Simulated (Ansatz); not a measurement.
# Ga2O3 (C2/m): band gap by G0W0 on r2SCAN, part 2 of 3

How far does one-shot GW move the r2SCAN gap of Ga2O3 (C2/m)?

Ansatz 0.2.0; r2SCAN, then G0W0 on it, plane waves, PAW. Known limits of the many-body steps: finite bands, screening cutoff and k mesh; no spin-orbit coupling in G0W0; d shells not analysed.

So far. Step 2 (The r2SCAN band structure): Over mesh and path the gap is 3.085 eV, from k = (-0.548, -0.452, 0.500) to k = Γ. The least direct gap found is 3.115 eV, at k = Γ. On the 8×8×4 mesh alone the same run gives 3.095 eV, so that mesh misses an edge of r2SCAN: 3.095 − 3.085 = +0.010 eV.

## (3) The quasiparticle correction

G0W0 replaces the xc potential by a self-energy built once from the orbitals of the start. Levels are corrected in the window of bands that the input names, at points of the mesh.

This step: G0W0 on r2SCAN, plane waves, PAW.

Contents of input.yaml:

```yaml
crystal:
  lattice:
    - [6.107, -1.51855, 0.0]
    - [6.107, 1.51855, 0.0]
    - [-1.3859888959, 0.0, 5.630008738]
  atoms:
    - { symbol: Ga, position: [0.0905, 0.0905, 0.7946] }
    - { symbol: Ga, position: [0.9095, 0.9095, 0.2054] }
    - { symbol: Ga, position: [0.65866, 0.65866, 0.31402] }
    - { symbol: Ga, position: [0.34134, 0.34134, 0.68598] }
    - { symbol: O, position: [0.1645, 0.1645, 0.1098] }
    - { symbol: O, position: [0.8355, 0.8355, 0.8902] }
    - { symbol: O, position: [0.1733, 0.1733, 0.5632] }
    - { symbol: O, position: [0.8267, 0.8267, 0.4368] }
    - { symbol: O, position: [0.4959, 0.4959, 0.2566] }
    - { symbol: O, position: [0.5041, 0.5041, 0.7434] }
kpoints:
  mp_grid: { grid: [6, 6, 4] }
hamiltonian:
  xc: r2scan
scf:
  occupations: { method: fixed }
gw:
  n_empty_bands: 572
  ecut_chi: 180.0
  qp_bands: [v3, c3]
  qp_kpoints: band_edges
  screening: { model: contour_deformation }
```

Command:

```bash
> ansatz run input.yaml --threads 3 --pin off --max-ram 92160MiB --backend cuda --events-out ev --progress --plain --runs-dir out --devices 1 --max-vram 13GiB  # rebuilt from the run's record
```

Numbers of over 12 decimals in the logs are rounded to 6 here.

Log:

```text
GPUs: using 1 of 1 available (devices: 1).
[...]
GPU FFT provider: cuFFT
GPU libraries: cuBLAS 13.8.2, cuFFT 12.4.0, cuSOLVER 12.3.4
Crystal: 10 atoms, lattice volume = 104.423 Å³
Basis set: ecut = 500 eV, 2661 PW (Γ), exchange–correlation on 192×192×180 points (64 copies of the dense FFT grid, shifted against one another)
Bands: 54, of which v1, the nominal top of the filled ones, is band 44 counted from 1 (43 counted from 0)
Symmetry: 4 space group operations
[...]
k-points: 47 of 144
[...]
GPU buffer pool allocated for 103680 grid points (all kernels)
[...]
SCF iter   1: F=—  HF=-18577.669606 eV  |F-HF|=—  |Δ(HF+E_count)|=         —  Δρ=1.36e-2  dr2=8.51e-2  dr2_τ=4.04e-1  ethr=1.77e-3  ⟨swp⟩=4.9  Hψ=8122  notcnv=0  defer=372
[...]
SCF iter   8: F=-18577.838113 eV  HF=-18577.838113 eV  |F-HF|=1.57e-8  |Δ(HF+E_count)|=   1.15e-7  Δρ=4.91e-6  dr2=2.50e-8  dr2_τ=1.60e-9  ethr=1.14e-10  ⟨swp⟩=10.2  Hψ=9846  notcnv=0
SCF 1 converged in 8 iterations: F = -18577.838113 eV  dr2 = 2.50e-8
[...]
NSCF: frozen V_eff on 47 k-points
the band table was solved once the SCF had ended and its energy, with any forces and stress, was formed, with the checks that follow a solve (10024 applications of the Hamiltonian). They found nothing against the state; the energy, forces and stress were not computed again (output.eigenvalues in the input reference)
[...]
G₀W₀ screening: q 1/47
[... further progress lines ...]
[...]
SCF converged after 8 iterations
Free energy (F): -18577.838113 eV
[...]
Internal energy: -18577.838113 eV  (E = F + TS)
E sigma→0 (E₀):  -18577.838113 eV
Fermi energy:    7.760477 eV
[...]
--- Band table (eV; the first three rows and the last of 47) ---
  k-point 0: bands = [... 40 lower, 7.1189, 7.2926, 7.4918, 7.7448, 10.8601, 14.2332, 15.2380, 15.3812, ... 6 higher]
  k-point 1: bands = [... 40 lower, 7.1382, 7.2286, 7.2955, 7.5078, 11.7641, 14.3915, 15.1071, 15.4712, ... 6 higher]
  k-point 2: bands = [... 40 lower, 7.1118, 7.1539, 7.2981, 7.4617, 13.2521, 13.3629, 15.3153, 15.8351, ... 6 higher]
  k-point 46: bands = [... 40 lower, 7.1537, 7.1764, 7.1840, 7.7605, 13.6932, 13.8060, 14.8150, 15.1322, ... 6 higher]
--- G₀W₀: contour deformation, 6 samples at zero and on the imaginary axis and 2 off it, 144 q-points, 572 empty bands' worth ---
  eigenvalues of the whole cell's RPA ε∞ on this k-mesh (on a slab, of 1 + 4πα/V) = 3.4513, 3.5542, 3.5837; static W/v taken at q = 0 is 0.280641
  gw.qp_kpoints: band_edges: 45 of 47 stored k-points solved, in 1 pass; an edge of the gap read off the rows below is read off those points alone
    valence top: of the k-points left out ik 28 came nearest to being solved in a further pass, in band 44 (counted from 1, as in the quasiparticle table): it holds the edge there only if its correction is more favourable than any solved in that band by at least 0.624 eV; those differ by 0.118 eV
    conduction bottom: of the k-points left out ik 28 came nearest to being solved in a further pass, in band 45 (counted from 1, as in the quasiparticle table): it holds the edge there only if its correction is more favourable than any solved in that band by at least 4.617 eV; those differ by 0.338 eV
    ik  band        ε_KS         Σx   Σc(E_QP)       V_xc       Z   E_QP_lin       E_QP  E_QP is
     0    42      7.2926   -27.2652     4.5040   -21.9255  0.7788     6.4490     6.4569  root
     0    43      7.4918   -27.3083     4.3577   -22.1515  0.7803     6.6858     6.6928  root
     0    44      7.7448   -27.7773     4.4569   -22.5099  0.7825     6.9274     6.9343  root
     0    45     10.8601   -11.8185    -3.6490   -16.2166  0.8436    11.6120    11.6091  root
     0    46     14.2332   -11.2816    -4.3185   -16.5975  0.8294    15.2387    15.2306  root
     0    47     15.2380    -9.3996    -4.2400   -14.4207  0.8388    16.0238    16.0191  root
     1    42      7.2286   -28.2939     4.1750   -23.3186  0.7852     6.4217     6.4283  root
     1    43      7.2955   -26.8200     4.5523   -21.3771  0.7793     6.3956     6.4049  root
     1    44      7.5078   -27.2291     4.4513   -21.9628  0.7784     6.6852     6.6927  root
     1    45     11.7641   -12.8726    -3.5086   -17.2103  0.8349    12.5972    12.5933  root
     1    46     14.3915   -11.7208    -4.3055   -17.0787  0.8247    15.4533    15.4438  root
     1    47     15.1071   -12.2424    -4.4415   -17.7236  0.8244    16.1564    16.1468  root
     2    42      7.1539   -27.7947     4.2685   -22.7633  0.7829     6.3850     6.3911  root
     2    43      7.2981   -28.3617     4.1447   -23.4246  0.7859     6.4993     6.5056  root
     2    44      7.4617   -27.1357     4.5541   -21.7392  0.7764     6.6108     6.6192  root
     2    45     13.2521   -13.0044    -3.8757   -17.8447  0.8278    14.2235    14.2168  root
     2    46     13.3629   -12.6537    -3.8527   -17.5009  0.8254    14.3648    14.3573  root
     2    47     15.3153   -11.9280    -4.5324   -17.5365  0.8221    16.4022    16.3913  root
     3    42      7.1355   -26.7718     4.5554   -21.3453  0.7767     6.2553     6.2644  root
     3    43      7.3542   -27.1636     4.4740   -21.8537  0.7782     6.5102     6.5183  root
     3    44      7.7334   -27.8435     4.5102   -22.5080  0.7821     6.9009     6.9081  root
     3    45     12.1731   -12.7775    -3.6291   -17.2791  0.8331    13.0501    13.0456  root
     3    46     14.6569   -11.1986    -4.4037   -16.6205  0.8261    15.6841    15.6751  root
     3    47     15.6831   -12.3953    -4.6846   -18.1962  0.8214    16.8108    16.7993  root
     4    42      7.1260   -27.2048     4.4288   -21.9364  0.7801     6.2786     6.2865  root
     4    43      7.3112   -27.1801     4.6047   -21.6963  0.7774     6.4229     6.4321  root
     4    44      7.5105   -27.2282     4.5436   -21.8375  0.7787     6.6552     6.6634  root
     4    45     12.8595   -13.0521    -3.7196   -17.7138  0.8283    13.8074    13.8015  root
     4    46     14.7188   -11.7354    -4.3428   -17.1343  0.8221    15.7848    15.7748  root
     4    47     15.4737   -12.5838    -4.5693   -18.2594  0.8195    16.5915    16.5800  root
     5    42      6.9198   -27.4096     4.3561   -22.2076  0.7818     6.0660     6.0739  root
     5    43      7.2818   -27.1347     4.5498   -21.7109  0.7780     6.3988     6.4078  root
     5    44      7.4871   -27.1415     4.5837   -21.7106  0.7769     6.6316     6.6400  root
     5    45     13.8403   -12.9319    -3.9949   -17.9474  0.8237    14.8691    14.8609  root
     5    46     14.0473   -12.6775    -4.0438   -17.7648  0.8221    15.0996    15.0907  root
     5    47     15.9273   -12.3752    -4.6955   -18.2268  0.8135    17.0977    17.0833  root
     6    42      7.1421   -27.2423     4.4154   -21.9824  0.7800     6.2894     6.2975  root
     6    43      7.3722   -27.2143     4.5204   -21.8366  0.7793     6.5064     6.5148  root
     6    44      7.4620   -27.1528     4.6101   -21.6801  0.7774     6.5907     6.5994  root
     6    45     12.7284   -13.1249    -3.6681   -17.7230  0.8288    13.6640    13.6584  root
[...]
45    42      7.1638   -28.2223     4.2387   -23.1806  0.7839     6.3541     6.3608  root
    45    43      7.2612   -27.6088     4.4972   -22.2523  0.7806     6.3937     6.4020  root
    45    44      7.6692   -27.2331     4.5552   -21.8400  0.7793     6.8234     6.8313  root
    45    45     13.1670   -13.1796    -3.7879   -17.9538  0.8259    14.1603    14.1532  root
    45    46     13.8264   -12.6231    -4.0482   -17.6842  0.8242    14.8476    14.8394  root
    45    47     14.6370    -9.7471    -4.2779   -14.8145  0.8407    15.4311    15.4264  root
    46    42      7.1764   -27.2784     4.4222   -22.0223  0.7809     6.3348     6.3425  root
    46    43      7.1840   -28.3056     4.2156   -23.2878  0.7847     6.3751     6.3818  root
    46    44      7.7605   -27.2202     4.5555   -21.8467  0.7784     6.9350     6.9425  root
    46    45     13.6932   -12.7411    -4.0303   -17.7845  0.8277    14.7141    14.7063  root
    46    46     13.8060   -11.9909    -4.0570   -17.0455  0.8255    14.8117    14.8036  root
    46    47     14.8150   -12.1727    -4.3583   -17.5364  0.8218    15.8292    15.8203  root
```

The job ended after 8.7 min (1 × NVIDIA H100 80GB HBM3 (shared by 6 runs) with 3 threads of AMD EPYC 7R13 (Zen 3), shared host; peak memory 5.3 GiB).

This step gave:

```
bands summed                                    : 616
RPA ε∞ on this mesh (eigenvalues)               : 3.451, 3.554, 3.584
plane waves in the screening matrix             : 577
q-points in the mesh                            : 144
G0W0 gap over the corrected points              : 4.667 eV
k of the valence top                            : -0.5, -0.5, -0.5
k of the conduction bottom                      : 0, 0, 0
starting gap on the mesh                        : 3.100 eV
Z at the valence top                            : 0.7784
Z at the conduction bottom                      : 0.8436
least direct G0W0 gap over the corrected points : 4.675 eV
```

Over 45 of 47 irreducible mesh points the G0W0 gap is 4.667 eV, from k = (-0.500, -0.500, -0.500) to k = Γ. The r2SCAN gap of this run on the mesh is 3.100 eV. The two states that bound the G0W0 gap lie that far apart at the start, so the correction of the gap is 4.667 − 3.100 = +1.567 eV. The start of this run differs from the step before in mesh (8×8×4 and 6×6×4).

Labels follow the order of the start: v1 is the top filled band, c1 the lowest empty one; levels that stay degenerate share a row, the window can cut a multiplet, doubted levels are not marked in this list, bands outside the window were not corrected, and the list may be a part of the corrected levels. Levels before and after the correction, in eV, zero at the valence-band top of each column:

```
           conduction bottom  valence top
Kohn-Sham               3.10         0.00
     G0W0               4.67         0.00
```

```
                         level  occupation  energy (eV)
Kohn-Sham                 Γ v3           2       -0.468
Kohn-Sham                 Γ v2           2       -0.269
Kohn-Sham                 Γ v1           2       -0.016
Kohn-Sham                 Γ c1           0        3.100
Kohn-Sham                 Γ c2           0        6.473
Kohn-Sham                 Γ c3           0        7.478
Kohn-Sham  (-0.5 -0.5 -0.5) v3           2       -0.584
Kohn-Sham  (-0.5 -0.5 -0.5) v2           2       -0.576
Kohn-Sham  (-0.5 -0.5 -0.5) v1           2        0.000
Kohn-Sham  (-0.5 -0.5 -0.5) c1           0        5.933
Kohn-Sham  (-0.5 -0.5 -0.5) c2           0        6.046
Kohn-Sham  (-0.5 -0.5 -0.5) c3           0        7.054
     G0W0                 Γ v3           2       -0.486
     G0W0                 Γ v2           2       -0.250
     G0W0                 Γ v1           2       -0.008
     G0W0                 Γ c1           0        4.667
     G0W0                 Γ c2           0        8.288
     G0W0                 Γ c3           0        9.077
     G0W0  (-0.5 -0.5 -0.5) v3           2       -0.600
     G0W0  (-0.5 -0.5 -0.5) v2           2       -0.561
     G0W0  (-0.5 -0.5 -0.5) v1           2        0.000
     G0W0  (-0.5 -0.5 -0.5) c1           0        7.764
     G0W0  (-0.5 -0.5 -0.5) c2           0        7.861
     G0W0  (-0.5 -0.5 -0.5) c3           0        8.878
```

The parts of the quasiparticle energy for the two states that bound the G0W0 gap, in eV on the run's own scale (QP = start + Σx + Σc − Vxc, with Σc at the quasiparticle energy):

```
             edge                         k  band   start       Σx      Σc      Vxc      Z      QP
      valence top  (-0.500, -0.500, -0.500)    44   7.761  −27.220   4.556  −21.847  0.778   6.942
conduction bottom                         Γ    45  10.860  −11.819  −3.649  −16.217  0.844  11.609
```

## (4) Spin-orbit coupling

This run has two-component orbitals with spin-orbit coupling.

This step: DFT, r2SCAN with spin-orbit coupling, plane waves, PAW.

input.yaml, the sections that differ from step 3:

```yaml
kpoints:
  mp_grid: { grid: [8, 8, 4] }
  band_path:
    path:
      - [0.0, 0.0, 0.0]
      - [-0.2663944, 0.2663944, 0.0]
      - [-0.7336056, -0.2663944, 0.0]
      - [-0.5, -0.5, 0.0]
      - [-0.5, -0.5, 0.5]
      - [-0.74186107, -0.25813893, 0.5]
      - [-0.25813893, 0.25813893, 0.5]
      - [0.0, 0.0, 0.5]
      - [-0.548372214, -0.451627786, 0.5]
    npoints: 1
scf:
  occupations: { method: fixed }
  n_extra_bands: 14
magnetization:
  noncollinear: true
  spin_orbit: true
output:
  eigenvalues: true
  forces: true
  stress: true
# crystal, hamiltonian: as in step 3
# gw: removed
```

Log:

```text
[...]
GPUs: using 1 of 1 available (devices: 1).
[...]
non-collinear run that drives no moment, with spin-orbit: no starting moment large enough to seed its density (crystal.atoms[].spin), no starting occupations that ask for one, no magnetisation constraint and no magnetic field, so the semilocal B_xc is pinned to zero
[...]
GPU FFT provider: cuFFT
GPU libraries: cuBLAS 13.8.2, cuFFT 12.4.0, cuSOLVER 12.3.4
Crystal: 10 atoms, lattice volume = 104.423 Å³
Basis set: ecut = 500 eV, 2661 PW (Γ), FFT grids on a1−a2, a2, a3, exchange–correlation on 96×192×180 points (64 copies of the dense FFT grid, shifted against one another)
Bands: 102, of which v1, the nominal top of the filled ones, is band 88 counted from 1 (87 counted from 0)
Symmetry: 4 space group operations + 4 with time reversal
[...]
k-points: 78 of 256
Projection manifold: j_resolved (fully-relativistic pseudo-atomic orbitals)
[...]
GPU buffer pool allocated for 51840 grid points (all kernels)
[...]
SCF iter   1: F=—  HF=-18569.637719 eV  |F-HF|=—  |Δ(HF+E_count)|=         —  Δρ=1.20e-1  dr2=7.68e0  dr2_τ=1.92e-1  dr2_m=0.00e0 (ungated)  ethr=3.10e-3  |M|=0.00e0 ∫|m|=0.00e0 μB  |m|>n=0.0e0 m-floor=0.0e0 τ_xc=0.0e0  β_m=0.30  ⟨swp⟩=4.8  Hψ=15568  notcnv=0  defer=768
[...]
spin=Noncollinear: Resta preconditioning applied to the charge; magnetization (m_x, m_y, m_z) channels mix plain (no charge-response kernel on spin).
[...]
site 7: m = (+0.0000, +0.0000, +0.0000) μB, |m| = 0.0000 μB  (R = 0.77 Å)
  site 8: m = (+0.0000, +0.0000, +0.0000) μB, |m| = 0.0000 μB  (R = 0.76 Å)
  site 9: m = (+0.0000, +0.0000, +0.0000) μB, |m| = 0.0000 μB  (R = 0.76 Å)
Free energy (F): -18567.760545 eV
[...]
Internal energy: -18567.760545 eV  (E = F + TS)
E sigma→0 (E₀):  -18567.760545 eV
Fermi energy:    7.765420 eV
[...]
--- Forces (eV/Å), atoms counted from 1 ---
  atom   1  Ga     0.09804378    -0.00000000     0.04871147
  atom   2  Ga    -0.09804378     0.00000000    -0.04871147
  atom   3  Ga     0.01170190    -0.00000000     0.07326554
  atom   4  Ga    -0.01170190     0.00000000    -0.07326554
  atom   5  O     -0.00646882     0.00000000    -0.11021956
  atom   6  O      0.00646882    -0.00000000     0.11021956
  atom   7  O     -0.02515608     0.00000000     0.00221955
  atom   8  O      0.02515608    -0.00000000    -0.00221955
  atom   9  O      0.09865054     0.00000000    -0.01248500
  atom  10  O     -0.09865054    -0.00000000     0.01248500
  max |Σ_I F_I| component: 1.39e-17 eV/Å
--- Stress (GPa, compression-positive) ---
        1.334060       0.000000      -0.063158
        0.000000       1.324996      -0.000000
       -0.063154      -0.000000       1.083668
  P = ⅓ Tr σ = 1.2476 GPa (12.476 kbar)
--- Band table (eV; the first three rows and the last of 78) ---
  k-point 0: bands = [... 84 lower, 7.4918, 7.4918, 7.7449, 7.7449, 10.8608, 10.8608, 14.2334, 14.2334, ... 10 higher]
  k-point 1: bands = [... 84 lower, 7.2955, 7.2955, 7.5080, 7.5080, 11.7646, 11.7646, 14.3917, 14.3917, ... 10 higher]
  k-point 2: bands = [... 84 lower, 7.2977, 7.2977, 7.4620, 7.4620, 13.2524, 13.2524, 13.3632, 13.3632, ... 10 higher]
  k-point 77: bands = [... 84 lower, 7.1840, 7.1840, 7.7604, 7.7604, 13.6937, 13.6937, 13.8058, 13.8058, ... 10 higher]
[key lines of the parts left out:]
SCF converged after 10 iterations
Magnetization: |M| = 0.0000 μB,  M = (+0.0000, +0.0000, +0.0000) μB
```

Elapsed: 17 s, on 1 × NVIDIA H100 80GB HBM3 (shared by 6 runs) with 3 threads; peak memory 1.2 GiB; 31 s of CPU time.

This step gave:

```yaml
pressure: 1.248 GPa
gap: 3.086 eV
valence_top_at: k = (-0.548, -0.452, 0.500)
conduction_bottom_at: Γ
least_direct_gap: 3.116 eV
```

Over mesh and listed points the gap is 3.086 eV, from k = (-0.548, -0.452, 0.500) to k = Γ. The least direct gap found is 3.116 eV, at k = Γ. On the 8×8×4 mesh alone the same run gives 3.095 eV, so that mesh misses an edge of r2SCAN+SOC: 3.095 − 3.086 = +0.009 eV. r2SCAN+SOC against r2SCAN: 3.086 − 3.085 = +0.001 eV, with the same mesh, set of files (read in its fully relativistic form for the spin-orbit run) and cutoff, and both edges at the same k points. The spin-orbit run sees mesh and listed points alone, so its gap is an upper bound: the coupling can move an edge off these points, and the change over the zone, its sign included where it is small, is not known.

[end of part 2 of 3]

[Paths, hosts, dates, memory and timing lines, banners, echoed tables and standing remarks are left out of the program output.]

[Logs are printed without paths, hosts, clocks, repeated set-up lines and the standing remarks that a program may print on its own settings, such as how far it seeks lower states.]

[Runs of the session that timed out or met a known fault of the program may be left out.]

[Cells called generated may have been cut or substituted from an entry of the Crystallography Open Database or the Materials Project.]

[Hosts, paths, dates, database ids (printed as entryN), source tags and the programs' standing remarks are cut or masked in the printed files.]

[Where an RPA ε∞ is given, it is that of the G0W0 mesh and is not shown converged in it. Names of k-points follow the symmetry that the program found, which can be lower than the space group named. Band edges on a path are those of the sampled points; other points can move an edge, and change direct to indirect where valleys lie close.]

[Hybrid gaps are those of their k-mesh and are not shown converged in it.]
